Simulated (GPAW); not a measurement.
## free-standing square Ir monolayer, spacing 3.288 A: cost and accuracy of the smearing

Two starts of free-standing square Ir monolayer, spacing 3.288 A are run at each rung of the smearing. Which rung is enough?

Main program and level: GPAW 26.7.0; PBE; plane waves with GPAW's PAW setups, scalar-relativistic.

## (1) Starting point

The cell holds 1 atom: 1 Ir. Its edges and angles: a = 3.288 Å, b = 3.288 Å, c = 14.000 Å, α = 90.0°, β = 90.0°, γ = 90.0°. model lattice. Vacuum lies along c.

## (2) Rung 1 (width 0.4 eV), start ferro +

A wide smearing converges easily but acts like a high temperature on the moments; each rung narrows it.

order1.py reads:

```python
import json
import numpy as np
from ase import Atoms
from ase.parallel import paropen, parprint
from gpaw import GPAW

atoms = Atoms(['Ir'],
    cell=[[3.288, 0.0, 0.0],
         [0.0, 3.288, 0.0],
         [0.0, 0.0, 14.0]],
    scaled_positions=[[0.0, 0.0, 0.5]],
    pbc=True,
    magmoms=[1.0])
atoms.calc = GPAW(mode={'name': 'pw', 'ecut': 550},
    xc='PBE',
    kpts={'size': (8, 8, 1), 'gamma': True},
    occupations={'name': 'fermi-dirac', 'width': 0.4},
    convergence={'density': 1e-05, 'energy': 1e-05},
    maxiter=200,
    txt='order1.txt')
e = atoms.get_potential_energy(force_consistent=True)
res = {'free_energy': e, 'energy_sigma0': atoms.get_potential_energy(), 'fermi_energy': atoms.calc.get_fermi_level()}
res['moments'] = atoms.get_magnetic_moments().tolist()
res['total'] = atoms.get_magnetic_moment()
parprint('site moments (muB):', np.round(res['moments'], 3))
parprint(f"total moment: {res['total']:.3f} muB")
parprint(f'free energy: {e:.6f} eV')
atoms.calc.write('order1.gpw')
with paropen('results.json', 'w') as f:
    json.dump(res, f)
```

Run with:

```console
$ OMP_NUM_THREADS=1 python3 order1.py > order1.log
```

The log of the run:

```text
site moments (muB): [0.9]
total moment: 1.047 muB
free energy: -5.147651 eV

--- order1.txt ---
Input parameters:
  mode=PW(ecut=550),
  convergence={'density': 1e-05, 'energy': 1e-05},
  kpts=MonkhorstPack(size=(8, 8, 1), gamma=True),
  maxiter=200,
  occupations=Occupations(name='fermi-dirac', width=0.4),
  xc=XC(name='PBE')

Diagonalizing LCAO Hamiltonian
Converting LCAO to pw mode
   .-------.
  /|       |
 * |       |
 | |       |
 | |       |
 | |       |
 | |       |
 | |       |
 | |       |
 | |       |
 Ir|       |
 | |       |
 | |       |
 | |       |
 | |       |
 | |       |
 | |       |
 | .-------.
 |/       /
 *-------*

Atoms  # Å, Bohr magnetons
|   | symbol |        x |        y |        z |    initial magnetic moments |
|---|--------|----------|----------|----------|-----------------------------|
| 0 |     Ir | 0.000000 | 0.000000 | 7.000000 | ( 0.0000,  0.0000,  1.0000) |

Unit cell  # Å
| periodic |        x |        y |         z |   lengths |    angles |
|----------|----------|----------|-----------|-----------|-----------|
|      yes | 3.288000 | 0.000000 |  0.000000 |  3.288000 | 90.000000 |
|      yes | 0.000000 | 3.288000 |  0.000000 |  3.288000 | 90.000000 |
|      yes | 0.000000 | 0.000000 | 14.000000 | 14.000000 | 90.000000 |

Number of symmetries: 16

BZ-sampling:
  Number of BZ points: 64
  Number of IBZ points: 15

  Monkhorst-Pack size: [8, 8, 1]
  Monkhorst-Pack shift: [0.0625, 0.0625, 0.0]

Plane wave coefficients: 4456
Cutoff: 550.0 eV

Spin-components: 2 (collinear spins)
Bands:           12
Projectors:      6
Spin-degeneracy: 1
Datatype:        complex128

Parallelization:
  kpt:    1
  domain: 1
  band:   1

Density:
  Valence electrons: 15.0
  Components: 2
  Grid points: [18 18 80]
  Charge: 0.0  # |e|

Potential:
  Grid points: [18 18 80]

[... setups left out ...]
Reference energy: -484484.849336  # eV

eigensolver:
  PPCG
  Converge bands: occupied
  niter=2

density mixing:
  MSR1-Mixer
  Pratt-step length: 0.05
  Maximum mixing coefficient: 0.75
  Old densities: 10
  SVD Regularization: 0.005
  Good broyden scale: 1.0
  Trust region scale: 1.0
  Backstep threshold: 4.0
  History deletion threshold: 6.0
  Fourier metric: weight=20.0, sigma=0.015

occupation numbers:
  Fermi-Dirac:
    width: 0.4000  # eV

poisson solver:
  ecut: 4400.0  # eV

xc functional:
  name: PBE with 2 nearest neighbor stencil

convergence criteria:
- Maximum integral of absolute [dens]ity change: 1e-05 electrons / valence electron
- Maximum [total energy] change in last 3 cyles: 1e-05 eV / valence electron
- Maximum integral of absolute [eigenst]ate change: 4e-08 eV^2 / valence electron
maximum number of iterations: 200

SCF iterations
|iter     |      energy | eigst |  dens |  magmom |
|---------|-------------|-------|-------|---------|
|iter:   1|       0s |   -4.351340 | -0.69 |       |  +1.0008|
|iter:   2|       2s |   -4.328669 | -2.16 | -1.30 |  +0.9979|
|iter:   3|       3s |   -4.283457 | -1.78 | -1.35 |  +0.9724|
|iter:   4|       5s |   -4.290229 | -2.72 | -1.74 |  +0.9586|
|iter:   5|       7s |   -4.294341 | -3.12 | -2.05 |  +0.9502|
|iter:   6|       9s |   -4.295620 | -3.98 | -2.67 |  +0.9538|
|iter:   7|      11s |   -4.297398 | -4.48 | -2.89 |  +0.9626|
|iter:   8|      13s |   -4.298770 | -5.00 | -3.15 |  +0.9736|
|iter:   9|      15s |   -4.301035 | -5.12 | -3.12 |  +0.9928|
|iter:  10|      17s |   -4.303456 | -5.23 | -3.26 |  +1.0155|
|iter:  11|      19s |   -4.305055 | -5.43 | -3.19 |  +1.0362|
|iter:  12|      21s |   -4.305829 | -6.01 | -3.61 |  +1.0443|
|iter:  13|      23s |   -4.306062 | -6.45 | -3.99 |  +1.0463|
|iter:  14|      25s |   -4.306131 | -7.31 | -4.57 |  +1.0470|
|iter:  15|      26s |   -4.306158c| -7.55c| -5.06c|  +1.0472|

Converged in 15 steps
Energy contributions relative to reference atoms: (reference = -484484.849336)

Energy contributions:
  Kinetic:          -9.094654
  Coulomb:           9.022087
  Zero:             -0.324696
  External:          0.000000
  Xc:               -3.067403
  Entropy:          -1.682985
  Spinorbit:         0.000000
  ----------------------------
  Free energy:      -5.147651
  Extrapolated:     -4.306158

dipole moment: (-11.716996, -11.716996, 0.000004)  # |e|*Ang

Total magnetic moment: (0.000000, 0.000000, 1.047217)

Local magnetic moments
|        x |        y |        z |
|----------|----------|----------|
| 0.000000 | 0.000000 | 0.899955 |  # Ir   0

Fermi level: -3.733
Eigenvalues  # (at kpt = [0.000, 0.000, 0.000])
| band index |      eig [eV] | occ [0-1] |      eig [eV] | occ [0-1] |
|------------|---------------|-----------|---------------|-----------|
|          0 |       -51.948 |     1.000 |       -51.424 |     1.000 |
|          1 |       -51.948 |     1.000 |       -51.424 |     1.000 |
|          2 |       -51.904 |     1.000 |       -51.276 |     1.000 |
|          3 |        -7.282 |     1.000 |        -7.026 |     1.000 |
|          4 |        -5.988 |     0.996 |        -5.578 |     0.990 |
|          5 |        -4.963 |     0.956 |        -4.242 |     0.781 |
|          6 |        -4.267 |     0.791 |        -3.582 |     0.407 |
|          7 |        -4.267 |     0.791 |        -3.582 |     0.407 |
|          8 |        -3.907 |     0.607 |        -3.272 |     0.240 |
|          9 |        -1.223 |     0.002 |        -1.006 |     0.001 |
|         10 |         1.553 |     0.000 |         1.585 |     0.000 |
|         11 |         2.728 |     0.000 |         2.762 |     0.000 |

No gap
No difference between direct/indirect transitions
```

Elapsed: 30 s, on 1 MPI rank of Arm Neoverse V2, shared host; peak memory 0.22 GiB.

Numbers from this step:

* magnetization: 1.047 μB
* final state: ferromagnetic
* largest moment: 0.9000 μB

After 15 cycles the largest moment stands at 0.900 μB.

## (3) Rung 1 (width 0.4 eV), start antiferro q=(1/2,1/2,0) +-

The second start gives the energy difference between the two end states, the quantity that is followed up the ladder. Its q is in fractions of the reciprocal vectors of the first run's cell.

order2.py reads:

```python
import json
import numpy as np
from ase import Atoms
from ase.parallel import paropen, parprint
from gpaw import GPAW

atoms = Atoms(['Ir', 'Ir'],
    cell=[[6.576, 0.0, 0.0],
         [3.288, 3.288, 0.0],
         [0.0, 0.0, 14.0]],
    scaled_positions=[[0.0, 0.0, 0.5],
         [0.5, 0.0, 0.5]],
    pbc=True,
    magmoms=[1.0, -1.0])
atoms.calc = GPAW(mode={'name': 'pw', 'ecut': 550},
    xc='PBE',
    kpts={'size': (4, 8, 1), 'gamma': True},
    occupations={'name': 'fermi-dirac', 'width': 0.4},
    convergence={'density': 1e-05, 'energy': 1e-05},
    maxiter=200,
    txt='order2.txt')
e = atoms.get_potential_energy(force_consistent=True)
res = {'free_energy': e, 'energy_sigma0': atoms.get_potential_energy(), 'fermi_energy': atoms.calc.get_fermi_level()}
res['moments'] = atoms.get_magnetic_moments().tolist()
res['total'] = atoms.get_magnetic_moment()
parprint('site moments (muB):', np.round(res['moments'], 3))
parprint(f"total moment: {res['total']:.3f} muB")
parprint(f'free energy: {e:.6f} eV')
atoms.calc.write('order2.gpw')
with paropen('results.json', 'w') as f:
    json.dump(res, f)
```

Run with:

```console
$ OMP_NUM_THREADS=1 python3 order2.py > order2.log
```

The log of the run:

```text
UserWarning: Initial realspace grid (36,27,80) inconsistent with symmetries.
UserWarning: Using symmetrized grid: (36,36,80).

site moments (muB): [ 0.745 -0.745]
total moment: 0.000 muB
free energy: -10.290056 eV

--- order2.txt ---
Input parameters:
  mode=PW(ecut=550),
  convergence={'density': 1e-05, 'energy': 1e-05},
  kpts=MonkhorstPack(size=(4, 8, 1), gamma=True),
  maxiter=200,
  occupations=Occupations(name='fermi-dirac', width=0.4),
  xc=XC(name='PBE')

Diagonalizing LCAO Hamiltonian
Converting LCAO to pw mode

       Ir      Ir

Atoms  # Å, Bohr magnetons
|   | symbol |        x |        y |        z |    initial magnetic moments |
|---|--------|----------|----------|----------|-----------------------------|
| 0 |     Ir | 0.000000 | 0.000000 | 7.000000 | ( 0.0000,  0.0000,  1.0000) |
| 1 |     Ir | 3.288000 | 0.000000 | 7.000000 | ( 0.0000,  0.0000, -1.0000) |

Number of symmetries: 8

BZ-sampling:
  Number of BZ points: 32
  Number of IBZ points: 13

  Monkhorst-Pack size: [4, 8, 1]
  Monkhorst-Pack shift: [0.125, 0.0625, 0.0]

Plane wave coefficients: 8904
Cutoff: 550.0 eV

Spin-components: 2 (collinear spins)
Bands:           22
Projectors:      12
Spin-degeneracy: 1
Datatype:        complex128

Parallelization:
  kpt:    1
  domain: 1
  band:   1

Density:
  Valence electrons: 30.0
  Components: 2
  Grid points: [36 36 80]
  Charge: 0.0  # |e|

Potential:
  Grid points: [36 36 80]

[... setups left out ...]
Reference energy: -968969.698671  # eV

convergence criteria:
- Maximum integral of absolute [dens]ity change: 1e-05 electrons / valence electron
[...]
|iter:  14|     137s |   -8.561253 | -6.54 | -3.91 |  +0.0000|
|iter:  15|     148s |   -8.561095 | -6.78 | -3.91 |  +0.0000|
|iter:  16|     159s |   -8.561356c| -7.30 | -4.52 |  +0.0000|
|iter:  17|     164s |   -8.561362c| -7.56c| -5.01c|  +0.0000|

Converged in 17 steps
Energy contributions relative to reference atoms: (reference = -968969.698671)

Energy contributions:
  Kinetic:         -18.362304
  Coulomb:          18.216241
  Zero:             -0.648902
  External:          0.000000
  Xc:               -6.037702
  Entropy:          -3.457389
  Spinorbit:         0.000000
  ----------------------------
  Free energy:     -10.290056
  Extrapolated:     -8.561362

dipole moment: (-46.865367, -23.432685, 0.000008)  # |e|*Ang

Total magnetic moment: (0.000000, 0.000000, 0.000013)

Local magnetic moments
|        x |        y |         z |
|----------|----------|-----------|
| 0.000000 | 0.000000 |  0.745392 |  # Ir   0
| 0.000000 | 0.000000 | -0.745381 |  # Ir   1

Fermi level: -3.747
Eigenvalues  # (at kpt = [0.000, 0.000, 0.000])
| band index |      eig [eV] | occ [0-1] |      eig [eV] | occ [0-1] |
|------------|---------------|-----------|---------------|-----------|
|          0 |       -51.927 |     1.000 |       -51.927 |     1.000 |
|        ... |               |           |               |           |
|          7 |        -5.809 |     0.994 |        -5.809 |     0.994 |
|          8 |        -5.668 |     0.992 |        -5.668 |     0.992 |
|          9 |        -4.866 |     0.943 |        -4.866 |     0.943 |
|         10 |        -4.866 |     0.943 |        -4.866 |     0.943 |
[...]
|         18 |         0.831 |     0.000 |         0.831 |     0.000 |
|         19 |         1.124 |     0.000 |         1.124 |     0.000 |
|         20 |         1.124 |     0.000 |         1.124 |     0.000 |
|         21 |         1.571 |     0.000 |         1.571 |     0.000 |

No gap
No difference between direct/indirect transitions
```

Wall time 3 min (1 MPI rank); peak memory 0.48 GiB.

This step gave:

```yaml
magnetization: 0 μB
final_state: antiferromagnetic
largest_moment: 0.7454 μB
```

This start lies +2.6 meV a seeded atom from the first; its largest moment is 0.745 μB.

## (4) Rung 2 (width 0.2 eV), start ferro +

order1.py is the script of step 2 with these lines changed:

```diff
@@ -16,3 +16,3 @@
     kpts={'size': (8, 8, 1), 'gamma': True},
-    occupations={'name': 'fermi-dirac', 'width': 0.4},
+    occupations={'name': 'fermi-dirac', 'width': 0.2},
     convergence={'density': 1e-05, 'energy': 1e-05},
```

Run with:

```console
$ OMP_NUM_THREADS=1 python3 order1.py > order1.log
```

The log of the run:

```text
site moments (muB): [1.716]
total moment: 1.969 muB
free energy: -4.510006 eV

--- order1.txt ---
Input parameters:
  mode=PW(ecut=550),
  convergence={'density': 1e-05, 'energy': 1e-05},
  kpts=MonkhorstPack(size=(8, 8, 1), gamma=True),
  maxiter=200,
  occupations=Occupations(name='fermi-dirac', width=0.2),
  xc=XC(name='PBE')

Diagonalizing LCAO Hamiltonian
Converting LCAO to pw mode
   .-------.
  /|       |
[...]
|          3 |        -7.323 |     1.000 |        -6.843 |     1.000 |
|          4 |        -6.086 |     1.000 |        -5.316 |     1.000 |
[...]
|          8 |        -4.151 |     0.932 |        -2.854 |     0.021 |
|          9 |        -1.286 |     0.000 |        -0.907 |     0.000 |
|         10 |         1.531 |     0.000 |         1.584 |     0.000 |
|         11 |         2.712 |     0.000 |         2.764 |     0.000 |

No gap
No difference between direct/indirect transitions


[key lines of the parts left out:]
Free energy:      -4.510006
Converged in 13 steps
dipole moment: (-11.720971, -11.720971, 0.000004)  # |e|*Ang
Fermi level: -3.627
```

Run time: 26 s. Hardware: 1 MPI rank; peak memory 0.22 GiB.

This step gave:

- magnetization: 1.969 μB
- final state: ferromagnetic
- largest moment: 1.716 μB

The largest moment moves by +0.82 μB from rung 1, at 0.87 times its CPU time.

## (5) Rung 2 (width 0.2 eV), start antiferro q=(1/2,1/2,0) +-

order2.py is the script of step 3 with these lines changed:

```diff
@@ -17,3 +17,3 @@
     kpts={'size': (4, 8, 1), 'gamma': True},
-    occupations={'name': 'fermi-dirac', 'width': 0.4},
+    occupations={'name': 'fermi-dirac', 'width': 0.2},
     convergence={'density': 1e-05, 'energy': 1e-05},
```

Run with:

```console
$ OMP_NUM_THREADS=1 python3 order2.py > order2.log
```

The log of the run:

```text
UserWarning: Initial realspace grid (36,27,80) inconsistent with symmetries.
UserWarning: Using symmetrized grid: (36,36,80).

site moments (muB): [ 1.295 -1.295]
total moment: 0.000 muB
free energy: -8.853694 eV

--- order2.txt ---
Input parameters:
  mode=PW(ecut=550),
  convergence={'density': 1e-05, 'energy': 1e-05},
  kpts=MonkhorstPack(size=(4, 8, 1), gamma=True),
  maxiter=200,
[...]
|          8 |        -5.583 |     1.000 |        -5.583 |     1.000 |
|          9 |        -4.981 |     0.999 |        -4.981 |     0.999 |
[...]
|         18 |         0.936 |     0.000 |         0.936 |     0.000 |
|         19 |         1.212 |     0.000 |         1.212 |     0.000 |
|         20 |         1.212 |     0.000 |         1.212 |     0.000 |
|         21 |         1.561 |     0.000 |         1.561 |     0.000 |

No gap
No difference between direct/indirect transitions


[key lines of the parts left out:]
Free energy:      -8.853694
Converged in 17 steps
dipole moment: (-46.843262, -23.421632, 0.000008)  # |e|*Ang
Fermi level: -3.634
```

Run time: 2.9 min. Hardware: 1 MPI rank; peak memory 0.48 GiB.

Numbers from this step:

| Property | Result |
| --- | --- |
| magnetization | 0 μB |
| final state | antiferromagnetic |
| largest moment | 1.295 μB |

This start lies +83.2 meV a seeded atom from the first, a change of +80.5 meV since rung 1; its largest moment is 1.30 μB.

## (6) Rung 3 (width 0.1 eV), start ferro +

order1.py is the script of step 4 with these lines changed:

```diff
@@ -16,3 +16,3 @@
     kpts={'size': (8, 8, 1), 'gamma': True},
-    occupations={'name': 'fermi-dirac', 'width': 0.2},
+    occupations={'name': 'fermi-dirac', 'width': 0.1},
     convergence={'density': 1e-05, 'energy': 1e-05},
```

Run with:

```console
$ OMP_NUM_THREADS=1 python3 order1.py > order1.log
```

The log of the run:

```text
site moments (muB): [1.807]
total moment: 2.062 muB
free energy: -4.334128 eV

--- order1.txt ---
Input parameters:
  mode=PW(ecut=550),
  convergence={'density': 1e-05, 'energy': 1e-05},
  kpts=MonkhorstPack(size=(8, 8, 1), gamma=True),
  maxiter=200,
  occupations=Occupations(name='fermi-dirac', width=0.1),
  xc=XC(name='PBE')

Diagonalizing LCAO Hamiltonian
Converting LCAO to pw mode
   .-------.
  /|       |
[...]
|          3 |        -7.317 |     1.000 |        -6.812 |     1.000 |
|          4 |        -6.092 |     1.000 |        -5.272 |     1.000 |
[...]
|          8 |        -4.186 |     0.997 |        -2.795 |     0.000 |
|          9 |        -1.292 |     0.000 |        -0.906 |     0.000 |
|         10 |         1.525 |     0.000 |         1.575 |     0.000 |
|         11 |         2.710 |     0.000 |         2.752 |     0.000 |

No gap
No difference between direct/indirect transitions


[key lines of the parts left out:]
Free energy:      -4.334128
Converged in 15 steps
dipole moment: (-11.723334, -11.723334, 0.000004)  # |e|*Ang
Fermi level: -3.599
```

Wall time 29 s (1 MPI rank); peak memory 0.22 GiB.

This step gave:

```yaml
magnetization: 2.062 μB
final_state: ferromagnetic
largest_moment: 1.807 μB
```

The largest moment moves by +0.09 μB from rung 2, at 1.1 times its CPU time.

## (7) Rung 3 (width 0.1 eV), start antiferro q=(1/2,1/2,0) +-

order2.py is the script of step 5 with these lines changed:

```diff
@@ -17,3 +17,3 @@
     kpts={'size': (4, 8, 1), 'gamma': True},
-    occupations={'name': 'fermi-dirac', 'width': 0.2},
+    occupations={'name': 'fermi-dirac', 'width': 0.1},
     convergence={'density': 1e-05, 'energy': 1e-05},
```

Run with:

```console
$ OMP_NUM_THREADS=1 python3 order2.py > order2.log
```

The log of the run:

```text
UserWarning: Initial realspace grid (36,27,80) inconsistent with symmetries.
UserWarning: Using symmetrized grid: (36,36,80).

site moments (muB): [ 1.279 -1.279]
total moment: 0.000 muB
free energy: -8.388125 eV

--- order2.txt ---
Input parameters:
  mode=PW(ecut=550),
  convergence={'density': 1e-05, 'energy': 1e-05},
  kpts=MonkhorstPack(size=(4, 8, 1), gamma=True),
  maxiter=200,
[...]
|          8 |        -5.316 |     1.000 |        -5.316 |     1.000 |
|          9 |        -5.159 |     1.000 |        -5.159 |     1.000 |
[...]
|         18 |         1.119 |     0.000 |         1.119 |     0.000 |
|         19 |         1.397 |     0.000 |         1.397 |     0.000 |
|         20 |         1.397 |     0.000 |         1.397 |     0.000 |
|         21 |         1.542 |     0.000 |         1.542 |     0.000 |

No gap
No difference between direct/indirect transitions


[key lines of the parts left out:]
Free energy:      -8.388125
Converged in 20 steps
dipole moment: (-46.806864, -23.403433, 0.000008)  # |e|*Ang
Fermi level: -3.422
```

Run time: 3.5 min. Hardware: 1 MPI rank; peak memory 0.48 GiB.

This step gave:

| Property | Result |
| --- | --- |
| magnetization | 0 μB |
| final state | antiferromagnetic |
| largest moment | 1.279 μB |

This start lies +140.1 meV a seeded atom from the first, a change of +56.9 meV since rung 2; its largest moment is 1.28 μB.

## (8) Rung 4 (width 0.05 eV), start ferro +

order1.py is the script of step 6 with these lines changed:

```diff
@@ -16,3 +16,3 @@
     kpts={'size': (8, 8, 1), 'gamma': True},
-    occupations={'name': 'fermi-dirac', 'width': 0.1},
+    occupations={'name': 'fermi-dirac', 'width': 0.05},
     convergence={'density': 1e-05, 'energy': 1e-05},
```

Run with:

```console
$ OMP_NUM_THREADS=1 python3 order1.py > order1.log
```

The log of the run:

```text
site moments (muB): [1.848]
total moment: 2.110 muB
free energy: -4.288964 eV

--- order1.txt ---
Input parameters:
  mode=PW(ecut=550),
  convergence={'density': 1e-05, 'energy': 1e-05},
  kpts=MonkhorstPack(size=(8, 8, 1), gamma=True),
  maxiter=200,
  occupations=Occupations(name='fermi-dirac', width=0.05),
  xc=XC(name='PBE')

Diagonalizing LCAO Hamiltonian
Converting LCAO to pw mode
   .-------.
  /|       |
[...]
|          3 |        -7.322 |     1.000 |        -6.798 |     1.000 |
|          4 |        -6.105 |     1.000 |        -5.258 |     1.000 |
[...]
|          8 |        -4.210 |     1.000 |        -2.780 |     0.000 |
|          9 |        -1.300 |     0.000 |        -0.907 |     0.000 |
|         10 |         1.522 |     0.000 |         1.569 |     0.000 |
|         11 |         2.708 |     0.000 |         2.746 |     0.000 |

No gap
No difference between direct/indirect transitions


[key lines of the parts left out:]
Free energy:      -4.288964
Converged in 14 steps
dipole moment: (-11.726356, -11.726356, 0.000004)  # |e|*Ang
Fermi level: -3.587
```

It took 29 s on 1 MPI rank; peak memory 0.22 GiB.

Read from the output:

| Item | Value |
| --- | --- |
| magnetization | 2.110 μB |
| final state | ferromagnetic |
| largest moment | 1.848 μB |

The largest moment moves by +0.04 μB from rung 3, at 0.99 times its CPU time.

(Part 1 of 2 ends here.)

[Logs and program files are shortened in this print: banners, set-up blocks, solver, clock and traceback lines can be left out without a mark of their own.]

[Logs are printed without paths, hosts, clocks, repeated set-up lines and the standing remarks that a program may print on its own settings, such as how far it seeks lower states.]

[Hosts, paths, dates, database ids (printed as entryN), source tags and the programs' standing remarks are cut or masked in the printed files.]

[Where a cell is said to come from a database of computed structures, the database is the Materials Project.]
